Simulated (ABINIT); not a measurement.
An input for ABINIT 10.8.3 (SnO2 (Cassiterite)):

```
acell 3*1.0 Angstrom
rprim 
  4.738000000000 0.000000000000 0.000000000000
  0.000000000000 4.738000000000 0.000000000000
  0.000000000000 0.000000000000 3.186500000000
ntypat 2
znucl 50 8
natom 6
typat 1 1 2 2 2 2
xred 
  0.000000000000 0.000000000000 0.000000000000
  0.500000000000 0.500000000000 0.500000000000
  0.307100000000 0.307100000000 0.000000000000
  0.192900000000 0.807100000000 0.500000000000
  0.692900000000 0.692900000000 0.000000000000
  0.807100000000 0.192900000000 0.500000000000
pp_dirpath "pseudos"
pseudos "Sn.upf, O.upf"
ecut 42
ngkpt 2 2 4
nshiftk 1
shiftk 0 0 0
kptopt 1
chksymbreak 0
istwfk *1
occopt 1
irdwfk 1
optdriver 4
nband 63
gwcalctyp 28
ecutsigx 42
symsigma 0
nkptgw 9
kptgw 
  0.0000000000 0.0000000000 0.0000000000
  0.5000000000 0.0000000000 0.0000000000
  0.5000000000 0.5000000000 0.0000000000
  0.0000000000 0.0000000000 0.2500000000
  0.5000000000 0.0000000000 0.2500000000
  0.5000000000 0.5000000000 0.2500000000
  0.0000000000 0.0000000000 0.5000000000
  0.5000000000 0.0000000000 0.5000000000
  0.5000000000 0.5000000000 0.5000000000
bdgw 
  23 40
  23 40
  23 40
  23 40
  23 40
  23 40
  23 40
  23 40
  23 40
ecuteps 3.2
irdscr 1
ppmodel 1
irdqps 1
rhoqpmix 0.3
indata_prefix "in"
outdata_prefix "out"
tmpdata_prefix "tmp"
```

```sh
OMP_NUM_THREADS=1 mpirun -n 8 abinit run.abi > log
```

Question: How long will it take on 8 MPI ranks of Arm Neoverse V1, shared host, and how much memory?

It took 35 s; on shared hardware allow 17 s to 70 s. Peak host memory was 3.5 GiB.

[Paths, hosts, dates, memory and timing lines, banners, echoed tables and standing remarks are left out of the program output.]

[Logs are printed without paths, hosts, clocks, repeated set-up lines and the standing remarks that a program may print on its own settings, such as how far it seeks lower states.]

[Runs of the session that timed out or met a known fault of the program may be left out.]

[Hosts, paths, dates, database ids (printed as entryN), source tags and the programs' standing remarks are cut or masked in the printed files.]

[G0W0 gaps are taken among the corrected bands and points alone; a level outside them can change the order at an edge.]

[Where Ansatz stands beside ABINIT at settings called matched, ABINIT's density can come from a denser mesh and the files from another edition; pairs whose starting gaps differed by over 0.03 eV were left out, so agreement reads better than it is.]
